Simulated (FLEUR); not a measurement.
## MnAu2: energy against a fixed spin moment

Wanted: E(M) for MnAu2, with its minima.

Program: FLEUR MaX-R8.1. Level of theory: LDA (VWN); all-electron FLAPW, Dirac cores, scalar-relativistic bands. Results are calculated unless marked as measured.

The database entry behind the starting cell differs from later determinations by our own check (an axis about 1.9 % short against later determinations), so it need not match the best structure at ambient conditions.

## 1. Starting point

It takes space group I4/mmm (No. 139, tetragonal). The conventional cell has a = 3.363 Å, b = 3.363 Å, c = 8.592 Å, α = 90.00°, β = 90.00°, γ = 90.00°. Nearest to Mn lie 10 Au at 2.70 to 3.01 Å. Au has 5 Au at 2.58 to 2.93 Å and 5 Mn at 2.70 to 3.01 Å nearest. Farther neighbours are not listed.

Coordinates:

```
Mn Au
1.0
    -1.68150    1.68150    4.29600
     1.68150   -1.68150    4.29600
     1.68150    1.68150   -4.29600
Mn Au
1 2
Cartesian
  0.0000 0.0000 0.0000
  0.0000 0.0000 3.0072
  0.0000 0.0000 5.5848
```

## 2. Unconstrained state

The free run tells which range of moments is worth scanning.

inpgen writes inp.xml from crystal.txt; cutoffs, mixing, functional, smearing and local orbitals are then set in the file. The k list default-1 (kpts.xml, not shown) is a Γ-centred 12×12×12 mesh; where the ranks do not divide the number of points, some are split in two of half the weight.

The input, inp.xml:

```
<?xml version="1.0" encoding="UTF-8" standalone="no"?>
<fleurInput fleurInputVersion="0.39">
   <comment>
      MnAu2
   </comment>
   <calculationSetup>
      <cutoffs Kmax="3.6" Gmax="10.8" GmaxXC="10.8" numbands="0"/>
      <scfLoop itmax="90" minDistance="0.00002" maxIterBroyd="15" imix="Anderson" alpha="0.05" precondParam="0.0" spinf="2.0" sdNocoIR="T"/>
      <coreElectrons ctail="T" frcor="F" kcrel="0" coretail_lmax="0"/>
      <xcFunctional name="vwn" relativisticCorrections="F"/>
      <magnetism jspins="2"/>
      <soc l_soc="F" theta="0.0" phi="0.0" spav="F"/>
      <expertModes spex="0" secvar="F"/>
      <geometryOptimization l_f="F" forcealpha="1.0" forcemix="BFGS" epsdisp="0.00001" epsforce="0.00001"/>
      <ldaU l_linMix="F" mixParam="0.05" spinf="1.0"/>
   </calculationSetup>
   <cell>
      <bzIntegration valenceElectrons="49.0" mode="hist" fermiSmearingEnergy="0.00293995">
         <kPointListSelection listName="default-1"/>
         <xi:include xmlns:xi="http://www.w3.org/2001/XInclude" href="kpts.xml"> </xi:include>
      </bzIntegration>
      <xi:include xmlns:xi="http://www.w3.org/2001/XInclude" href="sym.xml"> </xi:include>
      <bulkLattice scale="1.0">
         <bravaisMatrix>
            <row-1>   -3.1775744785148996     3.1775744785148996     8.1182634312815996</row-1>
            <row-2>    3.1775744785148996    -3.1775744785148996     8.1182634312815996</row-2>
            <row-3>    3.1775744785148996     3.1775744785148996    -8.1182634312815996</row-3>
         </bravaisMatrix>
      </bulkLattice>
   </cell>
   <atomSpecies>
      <species name="Manganese 3.501" element="Mn" atomicNumber="25">
         <mtSphere radius="2.61" gridPoints="863" logIncrement="0.014"/>
         <atomicCutoffs lmax="10" lnonsphr="8"/>
         <electronConfig flipSpins="F">
            <coreConfig>(1s1/2) (2s1/2) (2p1/2) (2p3/2)</coreConfig>
            <valenceConfig>(3s1/2) (3p1/2) (3p3/2) (4s1/2) (3d3/2) (3d5/2)</valenceConfig>
            <stateOccupation state="(3d3/2)" spinUp="1.2505" spinDown="0.7495"/>
            <stateOccupation state="(3d5/2)" spinUp="3.0" spinDown="0.0"/>
         </electronConfig>
         <energyParameters s="4" p="4" d="3" f="4"/>
         <lo type="SCLO" l="0" n="3" eDeriv="0"/>
         <lo type="SCLO" l="1" n="3" eDeriv="0"/>
      </species>
      <species name="Gold (Au)" element="Au" atomicNumber="79">
         <mtSphere radius="2.37" gridPoints="783" logIncrement="0.017"/>
         <atomicCutoffs lmax="8" lnonsphr="6"/>
         <electronConfig flipSpins="F">
            <coreConfig>(1s1/2) (2s1/2) (2p1/2) (2p3/2) (3s1/2) (3p1/2) (3p3/2) (4s1/2) (3d3/2) (3d5/2) (4p1/2) (4p3/2) (5s1/2) (4d3/2) (4d5/2) (4f5/2) (4f7/2)</coreConfig>
            <valenceConfig>(5p1/2) (5p3/2) (6s1/2) (5d3/2) (5d5/2)</valenceConfig>
            <stateOccupation state="(6s1/2)" spinUp="0.500000" spinDown="0.500000"/>
         </electronConfig>
         <energyParameters s="6" p="6" d="5" f="5"/>
         <lo type="SCLO" l="1" n="5" eDeriv="0"/>
      </species>
   </atomSpecies>
   <atomGroups>
      <atomGroup species="Manganese 3.501">
         <relPos label="                   1">.0000000000 .0000000000 .0000000000</relPos>
         <force calculate="T" relaxXYZ="TTT"/>
      </atomGroup>
      <atomGroup species="Gold (Au)">
         <relPos label="                   2">7.000/20.000 7.000/20.000 .0000000000</relPos>
         <relPos label="                   3">-7.000/20.000 -7.000/20.000 .0000000000</relPos>
         <force calculate="T" relaxXYZ="TTT"/>
      </atomGroup>
   </atomGroups>
   <output dos="F" band="F" slice="F">
      <bandDOS minEnergy="-.5*Htr" maxEnergy="0.5*Htr" sigma="0.015" storeEVData="T"/>
      <plotting iplot="0" polar="F">
         <plot TwoD="T" vec1="  1.0  0.0  0.0" vec2="  0.0  1.0  0.0" vec3="  0.0  0.0  1.0" zero="  0.0  0.0  0.0" file="plot"/>
      </plotting>
      <moessbauerParams electricFieldGradient="F" isomerShift="F" coreHyperfine="F" valenceHyperfine="F"/>
   </output>
</fleurInput>
```

The input, crystal.txt:

```
MnAu2
&input film=F cartesian=F /
-1.68150000000  1.68150000000  4.29600000000
1.68150000000  -1.68150000000  4.29600000000
1.68150000000  1.68150000000  -4.29600000000
1.8897261246
1.0 1.0 1.0

3
25 0.00000000000  0.00000000000  0.00000000000 : 3.501
79 0.35000000000  0.35000000000  0.00000000000
79 0.65000000000  0.65000000000  0.00000000000

&kpt div1=12 div2=12 div3=12 gamma=T /
```

Command:

```sh
$ OMP_NUM_THREADS=1 inpgen -f crystal.txt > inpgen.log  # inp.xml is then edited as shown
$ OMP_NUM_THREADS=1 mpirun -n 4 fleur_MPI > fleur.log
```

Output:

```text
Welcome to FLEUR        (www.flapw.de)
      MaX-Release 8.1          (www.max-centre.eu)

 ========== k-point set info ==========
 Selected k-point list: default-1
 k-point list type: mesh
 0 x 0 x 0
 Number of k points: 164

 ------------Calculation Setup---------------------------
 Number of MPI-tasks      :            4
 Number of PE/node        :            4
 Number of OMP-threads    :            1
 k-points in parallel     :            4
 pe's per k-point         :            1
 No of k-point loops      :           41
 Eigenvalue solver        :       lapack
 Number of basis functions:          295
 Approximate size of matrices (H+S) per k-point:         0.001 GB
 --------------------------------------------------------
 Iteration:     1   Distance:      29.22285120 me/bohr^3
 Iteration:     2   Distance:      17.28251397 me/bohr^3
 Iteration:     3   Distance:      12.00687497 me/bohr^3
 Iteration:     4   Distance:       8.07058999 me/bohr^3
 Iteration:     5   Distance:       5.33904465 me/bohr^3
 Iteration:     6   Distance:       5.10583204 me/bohr^3
 Iteration:     7   Distance:       1.76435517 me/bohr^3
 Iteration:     8   Distance:       2.09325434 me/bohr^3
 Iteration:     9   Distance:       0.47566314 me/bohr^3
 Iteration:    10   Distance:       0.47641427 me/bohr^3
 Iteration:    11   Distance:       0.22557880 me/bohr^3
 Iteration:    12   Distance:       0.15658108 me/bohr^3
 Iteration:    13   Distance:       0.06787094 me/bohr^3
 Iteration:    14   Distance:       0.00913297 me/bohr^3
 Iteration:    15   Distance:       0.00348618 me/bohr^3
 Iteration:    16   Distance:       0.00317854 me/bohr^3
 Iteration:    17   Distance:       0.00269293 me/bohr^3
 Iteration:    18   Distance:       0.00080169 me/bohr^3
 Iteration:    19   Distance:       0.00041276 me/bohr^3
 Iteration:    20   Distance:       0.00015346 me/bohr^3
 Iteration:    21   Distance:       0.00016192 me/bohr^3
 Iteration:    22   Distance:       0.00005887 me/bohr^3
 Iteration:    23   Distance:       0.00001662 me/bohr^3

 ********************************************************************
 Run finished successfully
 Stop message:
   all done
 ********************************************************************

--- out.xml (last complete iteration) ---
<iteration numberForCurrentRun="   23" overallNumber="   23">
         [... left out ...]
         <bandgap value="0.0053726250" units="eV"/>
         <sumValenceSingleParticleEnergies value="-26.8445980816" units="Htr"/>
         <FermiEnergy value="0.3916520416" units="Htr"/>
         <valenceDensity>
            <mtCharges spin="1">
               <mtCharge atomType="1" total="9.0460673" s="1.2273055" p="3.2471581" d="4.5289752" f="0.0296749"/>
               <mtCharge atomType="2" total="7.5774197" s="0.2420693" p="3.1201252" d="4.1988357" f="0.0130139"/>
            </mtCharges>
            <mtCharges spin="2">
               <mtCharge atomType="1" total="5.2314056" s="1.1974609" p="3.2338053" d="0.7587476" f="0.0287685"/>
               <mtCharge atomType="2" total="7.5000564" s="0.2675346" p="3.1321445" d="4.0884941" f="0.0095019"/>
            </mtCharges>
            <spinDependentCharge spin="1" total="26.4841802" interstitial="2.2832735" mtSpheres="24.2009068"/>
            <spinDependentCharge spin="2" total="22.5158198" interstitial="2.2843015" mtSpheres="20.2315183"/>
            <totalCharge value="49.0000000000"/>
         </valenceDensity>
         [... left out ...]
         <allElectronCharges>
            <spinDependentCharge spin="1" total="93.4841802" interstitial="2.2845137" mtSpheres="91.1996665"/>
            <spinDependentCharge spin="2" total="89.5158198" interstitial="2.2855435" mtSpheres="87.2302762"/>
            <totalCharge value="182.9999999782"/>
         </allElectronCharges>
         <magneticMomentsInMTSpheres units="muBohr">
            <globalMagMoment atomType="1" vec="0.00000   0.00000   3.81466"/>
            <localMagMoment atomType="1" vec="0.00000   0.00000   3.81466"/>
            <globalMagMoment atomType="2" vec="0.00000   0.00000   0.07736"/>
            <localMagMoment atomType="2" vec="0.00000   0.00000   0.07736"/>
         </magneticMomentsInMTSpheres>
         <moessbauerParams unitsHFF="kG" unitsIS="e/bohr^3" unitsEFG="Htr/bohr^2">
         </moessbauerParams>
         <totalEnergy value="   -39231.4228413333" units="Htr">
            <sumOfEigenvalues value="   -24077.3115771198">
               <coreElectrons value="-24050.4669790382"/>
               <valenceElectrons value="-26.8445980816"/>
            </sumOfEigenvalues>
            <densityCoulombPotentialIntegral value="-67979.6980386833"/>
            <densityEffectivePotentialIntegral value="-68988.5731805891"/>
            <chargeDenXCDenIntegral value="-760.0951357195"/>
            <FockExchangeEnergyValence value="0.0000000000"/>
            <FockExchangeEnergyCore value="0.0000000000"/>
            <atomTypeDependentContributions atomType="1">
               <electronNucleiInteractionDifferentMTs value="1381.5470640547"/>
               <MadelungTerm value="-8.5377688665"/>
            </atomTypeDependentContributions>
            <atomTypeDependentContributions atomType="2">
               <electronNucleiInteractionDifferentMTs value="47911.0647078081"/>
               <MadelungTerm value="-91.5907490122"/>
            </atomTypeDependentContributions>
            <tkbTimesEntropy value="0.0007384372"/>
            <freeEnergy value="-39231.4235797706"/>
            <extrapolationTo0K value="-39231.4232105519"/>
         </totalEnergy>
         <densityConvergence units="me/bohr^3">
            <chargeDensity spin="1" distance="0.0000063610"/>
            <chargeDensity spin="2" distance="0.0000106415"/>
            <overallChargeDensity distance="0.0000055803"/>
            <spinDensity distance="0.0000166213"/>
         </densityConvergence>
      </iteration>
```

Wall time 83 s (4 MPI ranks of Arm Neoverse V1, shared host); peak memory 0.27 GiB; 5.5 min of CPU time.

Spin moment in the muffin-tin sphere by atom:

| atom | spin moment in the muffin-tin sphere (μB) |
| --- | --- |
| Mn1 | 3.81 |
| Au2 | 0.08 |
| Au3 | 0.08 |

This step gave:

```yaml
free_energy: -1067541.4200 eV
program_s_band_gap_on_this_mesh_in_a_metal_only_a_level_spacing: 0.005373 eV
magnetization: 3.968 μB
final_state: ferromagnetic
```

After 23 cycles the largest moment stands at 3.81 μB.

## 3. No spin polarisation

inp.xml: that of step 2 with these lines changed.

```diff
@@ -10,3 +10,3 @@
       <xcFunctional name="vwn" relativisticCorrections="F"/>
-      <magnetism jspins="2"/>
+      <magnetism jspins="1"/>
       <soc l_soc="F" theta="0.0" phi="0.0" spav="F"/>
@@ -31,3 +31,3 @@
    <atomSpecies>
-      <species name="Manganese 3.501" element="Mn" atomicNumber="25">
+      <species name="Manganese (Mn)" element="Mn" atomicNumber="25">
          <mtSphere radius="2.61" gridPoints="863" logIncrement="0.014"/>
@@ -37,4 +37,4 @@
             <valenceConfig>(3s1/2) (3p1/2) (3p3/2) (4s1/2) (3d3/2) (3d5/2)</valenceConfig>
-            <stateOccupation state="(3d3/2)" spinUp="1.2505" spinDown="0.7495"/>
-            <stateOccupation state="(3d5/2)" spinUp="3.0" spinDown="0.0"/>
+            <stateOccupation state="(3d3/2)" spinUp="1.000000" spinDown="1.000000"/>
+            <stateOccupation state="(3d5/2)" spinUp="1.500000" spinDown="1.500000"/>
          </electronConfig>
@@ -57,3 +57,3 @@
    <atomGroups>
-      <atomGroup species="Manganese 3.501">
+      <atomGroup species="Manganese (Mn)">
          <relPos label="                   1">.0000000000 .0000000000 .0000000000</relPos>
```

crystal.txt: that of step 2 with these lines changed.

```diff
@@ -9,3 +9,3 @@
 3
-25 0.00000000000  0.00000000000  0.00000000000 : 3.501
+25 0.00000000000  0.00000000000  0.00000000000
 79 0.35000000000  0.35000000000  0.00000000000
```

Output:

```text
[banner, memory and clock lines left out]
Welcome to FLEUR        (www.flapw.de)
      MaX-Release 8.1          (www.max-centre.eu)

 ========== k-point set info ==========
 Selected k-point list: default-1
 k-point list type: mesh
 0 x 0 x 0
 Number of k points: 164

 [... set-up left out ...]
 Iteration:     1   Distance:      52.89546577 me/bohr^3
 Iteration:     2   Distance:      19.16925868 me/bohr^3
 Iteration:     3   Distance:      16.05956554 me/bohr^3
 Iteration:     4   Distance:       9.25428740 me/bohr^3
 Iteration:     5   Distance:       6.33472243 me/bohr^3
 Iteration:     6   Distance:       7.39321393 me/bohr^3
 Iteration:     7   Distance:       5.06399790 me/bohr^3
 Iteration:     8   Distance:       2.72822305 me/bohr^3
[... lines left out ...]
 Iteration:    18   Distance:       0.00147415 me/bohr^3
 Iteration:    19   Distance:       0.00057002 me/bohr^3
 Iteration:    20   Distance:       0.00027968 me/bohr^3
 Iteration:    21   Distance:       0.00025947 me/bohr^3
 Iteration:    22   Distance:       0.00004261 me/bohr^3
 Iteration:    23   Distance:       0.00000988 me/bohr^3

 ********************************************************************
 Run finished successfully
 Stop message:
   all done
 ********************************************************************

--- out.xml (last complete iteration) ---
<iteration numberForCurrentRun="   23" overallNumber="   23">
         [... left out ...]
         <bandgap value="0.0015600903" units="eV"/>
         <sumValenceSingleParticleEnergies value="-26.9523126613" units="Htr"/>
         <FermiEnergy value="0.3806936006" units="Htr"/>
         [... left out ...]
         <totalEnergy value="   -39231.3613031176" units="Htr">
            <sumOfEigenvalues value="   -24078.8151240644">
               <coreElectrons value="-24051.8628114031"/>
               <valenceElectrons value="-26.9523126613"/>
            </sumOfEigenvalues>
         [... left out ...]
            <freeEnergy value="-39231.3676115324"/>
            <extrapolationTo0K value="-39231.3644573250"/>
         </totalEnergy>
         <densityConvergence units="me/bohr^3">
            <chargeDensity spin="1" distance="0.0000098794"/>
         </densityConvergence>
      </iteration>
```

It took 46 s on 4 MPI ranks; peak memory 0.21 GiB; 3 min of CPU time.

This step gave:

```yaml
free_energy: -1067539.8970 eV
program_s_band_gap_on_this_mesh_in_a_metal_only_a_level_spacing: 0.001560 eV
final_state: non-magnetic (no spin polarisation)
```

Its energy lies +1523.0 meV a cell from the free run's.

## 4. Moment fixed at 3.572 μB

Two Fermi energies hold the total moment; the run starts from the free run's density.

inp.xml: that of step 3 with these lines changed.

```diff
@@ -10,3 +10,3 @@
       <xcFunctional name="vwn" relativisticCorrections="F"/>
-      <magnetism jspins="1"/>
+      <magnetism jspins="2" fixed_moment="3.572"/>
       <soc l_soc="F" theta="0.0" phi="0.0" spav="F"/>
@@ -31,3 +31,3 @@
    <atomSpecies>
-      <species name="Manganese (Mn)" element="Mn" atomicNumber="25">
+      <species name="Manganese 3.501" element="Mn" atomicNumber="25">
          <mtSphere radius="2.61" gridPoints="863" logIncrement="0.014"/>
@@ -37,4 +37,4 @@
             <valenceConfig>(3s1/2) (3p1/2) (3p3/2) (4s1/2) (3d3/2) (3d5/2)</valenceConfig>
-            <stateOccupation state="(3d3/2)" spinUp="1.000000" spinDown="1.000000"/>
-            <stateOccupation state="(3d5/2)" spinUp="1.500000" spinDown="1.500000"/>
+            <stateOccupation state="(3d3/2)" spinUp="1.2505" spinDown="0.7495"/>
+            <stateOccupation state="(3d5/2)" spinUp="3.0" spinDown="0.0"/>
          </electronConfig>
@@ -57,3 +57,3 @@
    <atomGroups>
-      <atomGroup species="Manganese (Mn)">
+      <atomGroup species="Manganese 3.501">
          <relPos label="                   1">.0000000000 .0000000000 .0000000000</relPos>
```

Command:

```sh
$ OMP_NUM_THREADS=1 mpirun -n 4 fleur_MPI > fleur.log
```

Output:

```text
[banner, memory and clock lines left out]
Welcome to FLEUR        (www.flapw.de)
      MaX-Release 8.1          (www.max-centre.eu)

 ========== k-point set info ==========
 Selected k-point list: default-1
 k-point list type: mesh
 0 x 0 x 0
 Number of k points: 164

 [... set-up left out ...]
 Iteration:     1   Distance:       2.85620268 me/bohr^3
 Iteration:     2   Distance:       2.74092045 me/bohr^3
 Iteration:     3   Distance:       1.70165800 me/bohr^3
 Iteration:     4   Distance:       0.21434661 me/bohr^3
 Iteration:     5   Distance:       0.30457778 me/bohr^3
 Iteration:     6   Distance:       0.23133113 me/bohr^3
 Iteration:     7   Distance:       0.09442546 me/bohr^3
 Iteration:     8   Distance:       0.07260728 me/bohr^3
[... lines left out ...]
 Iteration:    13   Distance:       0.00058557 me/bohr^3
 Iteration:    14   Distance:       0.00046555 me/bohr^3
 Iteration:    15   Distance:       0.00004710 me/bohr^3
 Iteration:    16   Distance:       0.00004617 me/bohr^3
 Iteration:    17   Distance:       0.00004255 me/bohr^3
 Iteration:    18   Distance:       0.00000719 me/bohr^3

 ********************************************************************
 Run finished successfully
 Stop message:
   all done
 ********************************************************************

--- out.xml (last complete iteration) ---
<iteration numberForCurrentRun="   18" overallNumber="   41">
         [... left out ...]
         <bandgap value="0.0120671502" units="eV"/>
         <sumValenceSingleParticleEnergies value="-13.1751133369" units="Htr"/>
         <bandgap value="0.0095805336" units="eV"/>
         <sumValenceSingleParticleEnergies value="-26.8558338914" units="Htr"/>
         <FermiEnergy value="0.4025894026" units="Htr"/>
         <FixedTotalMoment fermiEnergyUp="0.3791841478" fermiEnergyDown="0.4025894026" units="Htr"/>
         [... left out ...]
         <magneticMomentsInMTSpheres units="muBohr">
            <globalMagMoment atomType="1" vec="0.00000   0.00000   3.59485"/>
            <globalMagMoment atomType="2" vec="0.00000   0.00000   0.02737"/>
         </magneticMomentsInMTSpheres>
         [... left out ...]
         <totalEnergy value="   -39231.4204157501" units="Htr">
            <sumOfEigenvalues value="   -24077.5374640815">
               <coreElectrons value="-24050.6816301901"/>
               <valenceElectrons value="-26.8558338914"/>
            </sumOfEigenvalues>
         [... left out ...]
            <freeEnergy value="-39231.4212678951"/>
            <extrapolationTo0K value="-39231.4208418226"/>
         </totalEnergy>
         <densityConvergence units="me/bohr^3">
            <chargeDensity spin="1" distance="0.0000040205"/>
            <chargeDensity spin="2" distance="0.0000054846"/>
            <overallChargeDensity distance="0.0000071946"/>
            <spinDensity distance="0.0000063819"/>
         </densityConvergence>
      </iteration>
```

Run time: 65 s. Hardware: 4 MPI ranks; peak memory 0.27 GiB; 4.3 min of CPU time.

This step gave:

```yaml
magnetization: 3.572 μB
```

Its energy lies +62.9 meV a cell from the free run's.

(Continued in part 2 of 2.)

[Logs and program files are shortened in this print: banners, set-up blocks, solver, clock and traceback lines can be left out without a mark of their own.]

[Logs are printed without paths, hosts, clocks, repeated set-up lines and the standing remarks that a program may print on its own settings, such as how far it seeks lower states.]

[Hosts, paths, dates, database ids (printed as entryN), source tags and the programs' standing remarks are cut or masked in the printed files.]

[Where a cell is said to come from a database of computed structures, the database is the Materials Project.]
